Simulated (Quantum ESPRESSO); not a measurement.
# Collinear magnetic orders of CrSBr with Quantum ESPRESSO, part 2 of 2

Does CrSBr prefer parallel or opposed moments?

Quantum ESPRESSO 7.5; LDA with U = 3.5 eV on Cr d (ortho-atomic projectors); plane waves with GBRV 1.5 LDA potentials, no spin-orbit coupling.

So far, absolute magnetization (μB): step 2 (start 1: ferro ++) 7.32.

## Step 3: Run 2, typed as antiferro +−

pw.in reads:

```
&CONTROL
  calculation = 'scf'
  prefix = 'pwscf'
  outdir = './tmp'
  pseudo_dir = './pseudo'
  disk_io = 'nowf'
/
&SYSTEM
  ibrav = 0
  celldm(1) = 8
  nat = 6
  ntyp = 4
  ecutwfc = 40
  ecutrho = 280
  nbnd = 37
  occupations = 'smearing'
  smearing = 'fd'
  degauss = 0.00367493
  nspin = 2
  starting_magnetization(1) = 0.2143
  starting_magnetization(2) = -0.2143
  starting_magnetization(3) = 0
  starting_magnetization(4) = 0
/
&ELECTRONS
  conv_thr = 1.2d-08
  electron_maxstep = 150
  mixing_beta = 0.3
/
ATOMIC_SPECIES
Cr1    51.9961 cr_lda_v1.5.uspp.F.UPF
Cr2    51.9961 cr_lda_v1.5.uspp.F.UPF
S      32.0600 s_lda_v1.4.uspp.F.UPF
Br     79.9040 br_lda_v1.4.uspp.F.UPF
CELL_PARAMETERS alat
   0.8363115576062    0.0000000000000    0.0000000000000
   0.0000000000000    1.1233174237334    0.0000000000000
   0.0000000000000    0.0000000000000    1.9828051400013
ATOMIC_POSITIONS crystal
Cr1     0.5000000000    0.0000000000    0.8787434000
Cr2     0.0000000000    0.5000000000    0.1212566000
S       0.5000000000    0.5000000000    0.9295014300
S       0.0000000000    0.0000000000    0.0704985700
Br      0.0000000000    0.0000000000    0.6659578600
Br      0.5000000000    0.5000000000    0.3340421400
K_POINTS automatic
6 6 6 0 0 0
HUBBARD {ortho-atomic}
U Cr1-3d 3.5000
U Cr2-3d 3.5000
```

On the command line:

```console
> OMP_NUM_THREADS=1 mpirun -n 4 pw.x -nk 4 -in pw.in > pw.out
```

The program printed:

```text
[banner, memory and clock lines left out]
Program PWSCF v.7.5 starts

     Message from routine setup:
     using ibrav=0 with symmetry is DISCOURAGED, use correct ibrav instead

     bravais-lattice index     =            0
     lattice parameter (alat)  =       8.0000  a.u.
     unit-cell volume          =     953.7193 (a.u.)^3
     number of atoms/cell      =            6
     number of atomic types    =            4
     number of electrons       =        54.00
     number of Kohn-Sham states=           37
     kinetic-energy cutoff     =      40.0000  Ry
     charge density cutoff     =     280.0000  Ry
     scf convergence threshold =      1.2E-08
     mixing beta               =       0.3000
     number of iterations used =            8  plain     mixing
     Exchange-correlation=  SLA  PZ   NOGX NOGC
                           (   1   1   0   0   0   0   0)
     Hubbard projectors: ortho-atomic
     Hubbard parameters of DFT+U (Dudarev formulation) in eV:
     U(Cr1-3d) =  3.5000
     U(Cr2-3d) =  3.5000

     Internal variables: lda_plus_u =T, lda_plus_u_kind = 0

     Internal variables: orbital_resolved =F, hub_pot_fix =F, apply_U = F

     celldm(1)=   8.000000  celldm(2)=   0.000000  celldm(3)=   0.000000
     celldm(4)=   0.000000  celldm(5)=   0.000000  celldm(6)=   0.000000

     crystal axes: (cart. coord. in units of alat)
               a(1) = (   0.836312   0.000000   0.000000 )
               a(2) = (   0.000000   1.123317   0.000000 )
               a(3) = (   0.000000   0.000000   1.982805 )

     reciprocal axes: (cart. coord. in units 2 pi/alat)
               b(1) = (  1.195727  0.000000  0.000000 )
               b(2) = (  0.000000  0.890220  0.000000 )
               b(3) = (  0.000000  0.000000  0.504336 )

     PseudoPot. # 1 for Cr read from file:
     cr_lda_v1.5.uspp.F.UPF
     Pseudo is Ultrasoft + core correction, Zval = 14.0

     PseudoPot. # 2 for Cr read from file:
     cr_lda_v1.5.uspp.F.UPF
     Pseudo is Ultrasoft + core correction, Zval = 14.0

     PseudoPot. # 3 for S  read from file:
     s_lda_v1.4.uspp.F.UPF
     Pseudo is Ultrasoft + core correction, Zval =  6.0

     PseudoPot. # 4 for Br read from file:
     br_lda_v1.4.uspp.F.UPF
     Pseudo is Ultrasoft + core correction, Zval =  7.0

     atomic species   valence    mass     pseudopotential
     Cr1              14.00    51.99610     Cr( 1.00)
     Cr2              14.00    51.99610     Cr( 1.00)
     S                 6.00    32.06000     S ( 1.00)
     Br                7.00    79.90400     Br( 1.00)

     Starting magnetic structure
     atomic species   magnetization
     Cr1             0.214
     Cr2            -0.214
     S               0.000
     Br              0.000

      4 Sym. Ops. (no inversion) found

   Cartesian axes

     site n.     atom                  positions (alat units)
         1        Cr1    tau(   1) = (   0.4181558   0.0000000   1.7423769  )
         2        Cr2    tau(   2) = (   0.0000000   0.5616587   0.2404282  )
         3        S      tau(   3) = (   0.4181558   0.5616587   1.8430202  )
         4        S      tau(   4) = (   0.0000000   0.0000000   0.1397849  )
         5        Br     tau(   5) = (   0.0000000   0.0000000   1.3204647  )
         6        Br     tau(   6) = (   0.4181558   0.5616587   0.6623405  )

     number of k points=    64  Fermi-Dirac smearing, width (Ry)=  0.0037
                       cart. coord. in units 2pi/alat
        k(    1) = (   0.0000000   0.0000000   0.0000000), wk =   0.0046296
        k(    2) = (   0.0000000   0.0000000   0.0840560), wk =   0.0092593
        k(    3) = (   0.0000000   0.0000000   0.1681120), wk =   0.0092593
        k(    4) = (   0.0000000   0.0000000  -0.2521680), wk =   0.0046296
        k(    5) = (   0.0000000   0.1483701   0.0000000), wk =   0.0092593
        [... 59 further k-points ...]

     Dense  grid:    75421 G-vectors     FFT dimensions: (  36,  48,  90)

     Smooth grid:    32697 G-vectors     FFT dimensions: (  27,  40,  64)

     Check: negative core charge=   -0.000003
     Generating pointlists ...
     new r_m :   0.2331 (alat units)  1.8651 (a.u.) for type    1
     new r_m :   0.2331 (alat units)  1.8651 (a.u.) for type    2
     new r_m :   0.2331 (alat units)  1.8651 (a.u.) for type    3
     new r_m :   0.2450 (alat units)  1.9603 (a.u.) for type    4

     Initial potential from superposition of free atoms

     starting charge      51.9999, renormalised to      54.0000

     negative rho (up, down):  1.455E-03 1.455E-03

     STARTING HUBBARD OCCUPATIONS:

     =================== HUBBARD OCCUPATIONS ===================
     ------------------------ ATOM    1 ------------------------
     Tr[ns(  1)] (up, down, total) =   3.40000  0.00000  3.40000
     Atomic magnetic moment for atom   1 =   3.40000
     [... lines left out ...]
     ------------------------ ATOM    2 ------------------------
     Tr[ns(  2)] (up, down, total) =   0.00000  3.40000  3.40000
     Atomic magnetic moment for atom   2 =  -3.40000
     [... lines left out ...]
     Number of occupied Hubbard levels =    6.8000

     Atomic wfc used for Hubbard projectors are orthogonalized

     Starting wfcs are   36 randomized atomic wfcs +    1 random wfcs

     Self-consistent Calculation

     iteration #  1     ecut=    40.00 Ry     beta= 0.30
     Davidson diagonalization with overlap
     ethr =  1.00E-02,  avg # of iterations =  4.8

     =================== HUBBARD OCCUPATIONS ===================
     ------------------------ ATOM    1 ------------------------
     Tr[ns(  1)] (up, down, total) =   3.58193  0.40731  3.98924
     Atomic magnetic moment for atom   1 =   3.17463
     [... lines left out ...]
     ------------------------ ATOM    2 ------------------------
     Tr[ns(  2)] (up, down, total) =   0.40732  3.58161  3.98893
     Atomic magnetic moment for atom   2 =  -3.17429
     [... lines left out ...]
     Number of occupied Hubbard levels =    7.9782

     negative rho (up, down):  1.518E-03 1.518E-03

     total energy              =    -491.98114844 Ry
     estimated scf accuracy    <       1.20796835 Ry

     total magnetization       =     0.00 Bohr mag/cell
     absolute magnetization    =     6.75 Bohr mag/cell

     iteration #  2     ecut=    40.00 Ry     beta= 0.30
     Davidson diagonalization with overlap
     ethr =  2.24E-03,  avg # of iterations =  2.0

     negative rho (up, down):  1.402E-03 1.402E-03

     total energy              =    -492.22887754 Ry
     estimated scf accuracy    <       0.10197611 Ry

     total magnetization       =    -0.00 Bohr mag/cell
     absolute magnetization    =     7.00 Bohr mag/cell

     [... further iterations left out ...]

     iteration # 12     ecut=    40.00 Ry     beta= 0.30
     Davidson diagonalization with overlap
     ethr =  6.45E-10,  avg # of iterations =  3.9

     negative rho (up, down):  2.750E-03 2.750E-03

     total energy              =    -492.25157242 Ry
     estimated scf accuracy    <       0.00000018 Ry

     total magnetization       =    -0.00 Bohr mag/cell
     absolute magnetization    =     7.03 Bohr mag/cell

     iteration # 13     ecut=    40.00 Ry     beta= 0.30
     Davidson diagonalization with overlap
     ethr =  3.26E-10,  avg # of iterations =  2.0

     negative rho (up, down):  2.750E-03 2.750E-03

     Magnetic moment per site  (integrated on atomic sphere of radius R)
     atom   1 (R=0.233)  charge= 11.8378  magn=  2.8924
     atom   2 (R=0.233)  charge= 11.8378  magn= -2.8924
     atom   3 (R=0.233)  charge=  4.1092  magn=  0.0359
     atom   4 (R=0.233)  charge=  4.1092  magn= -0.0359
     atom   5 (R=0.245)  charge=  4.7533  magn= -0.0415
     atom   6 (R=0.245)  charge=  4.7533  magn=  0.0415

     End of self-consistent calculation

     =================== HUBBARD OCCUPATIONS ===================
     ------------------------ ATOM    1 ------------------------
     Tr[ns(  1)] (up, down, total) =   3.84099  0.54910  4.39009
     Atomic magnetic moment for atom   1 =   3.29188
     [... lines left out ...]
     ------------------------ ATOM    2 ------------------------
     Tr[ns(  2)] (up, down, total) =   0.54910  3.84099  4.39009
     Atomic magnetic moment for atom   2 =  -3.29188
     [... lines left out ...]
     Number of occupied Hubbard levels =    8.7802

     Number of k-points >= 100: set verbosity='high' to print the bands.

     the Fermi energy is     5.1307 ev

!    total energy              =    -492.25157248 Ry
     estimated scf accuracy    <       0.00000001 Ry
     smearing contrib. (-TS)   =      -0.00000438 Ry
     internal energy E=F+TS    =    -492.25156810 Ry

     The total energy is F=E-TS. E is the sum of the following terms:
     one-electron contribution =    -396.43110073 Ry
     hartree contribution      =     213.22981040 Ry
     xc contribution           =    -112.97754582 Ry
     ewald contribution        =    -196.33329426 Ry
     Hubbard energy            =       0.26056231 Ry

     total magnetization       =     0.00 Bohr mag/cell
     absolute magnetization    =     7.03 Bohr mag/cell

     convergence has been achieved in  13 iterations
```

The job ended after 2 min (4 MPI ranks of Intel Xeon Platinum 8375C at 2.90GHz (Ice Lake), shared host; peak memory 1 GiB; 8.1 min of CPU time).

Spin moment in the atom's sphere by atom:

```
atom  spin moment in the atom's sphere (μB)
 Cr1                                   2.89
 Cr2                                  -2.89
  S3                                   0.04
  S4                                  -0.04
 Br5                                  -0.04
 Br6                                   0.04
```

This step gave:

- smearing term TS: 5.96e-5 eV
- magnetization: 0 μB
- absolute magnetization: 7.034 μB
- final state: antiferromagnetic

## Step 4: Ranking

An order is kept where moments of 0.15 μB or more survive with the typed signs; meshes match where a doubled cell samples the same k points as the first cell.

Orders:

```
       start        final state  typed order kept  energy over the lowest (meV a seeded atom)  largest site moment (μB)  net moment (μB a cell of the first run)  mesh matched  CPU time (s)
    ferro ++      ferromagnetic               yes                                           0                     2.931                                        6           yes         603.5
antiferro +-  antiferromagnetic               yes                                       59.51                     2.892                                        0           yes         484.4
```

## Step 5: Occupations of the corrected shells in the lowest state

Occupations of the Hubbard shells:

```
block  type  shell  spin  electrons             occupation numbers
    1    Cr     3d    up       3.86  0.446 0.486 0.972 0.978 0.978
    1    Cr     3d  down     0.5353  0.045 0.046 0.046 0.195 0.204
    2    Cr     3d    up       3.86  0.446 0.486 0.972 0.978 0.978
    2    Cr     3d  down     0.5353  0.045 0.046 0.046 0.195 0.204
```

## Step 6: Results

```json
{
  "lowest state found": "ferromagnetic (from ferro ++)",
  "largest site moment": "2.93 μB",
  "next state with moments": "antiferromagnetic, 59.5 meV a seeded atom higher"
}
```

**Reading.** Only these 2 starts were compared; other wavevectors, canted and longer-period orders were not. A computed site moment is spin alone and hangs on the region that is counted: the program's spheres do not touch and miss the tail of the moment. Measured moments hold any orbital part as well, and belong to the order of the sample, which need not be the order of this run.

Computed beside measured:

| quantity | measured | in the sphere | projected shell |
| --- | --- | --- | --- |
| moment (Cr) (μB) | 3.09 | 2.93 (-5.1 %) | 3.32 (+7.6 %) |

Measured values from arxiv:2203.11785 (2022).

**Verdict.** For the moment, of the levels listed nearest comes in the sphere (-5.1 %) and farthest projected shell (+7.6 %). No cell relaxation is part of this session.

[Logs and program files are shortened in this print: banners, set-up blocks, solver, clock and traceback lines can be left out without a mark of their own.]

[Logs are printed without paths, hosts, clocks, repeated set-up lines and the standing remarks that a program may print on its own settings, such as how far it seeks lower states.]

[Hosts, paths, dates, database ids (printed as entryN), source tags and the programs' standing remarks are cut or masked in the printed files.]

[Where a cell is said to come from a database of computed structures, the database is the Materials Project.]
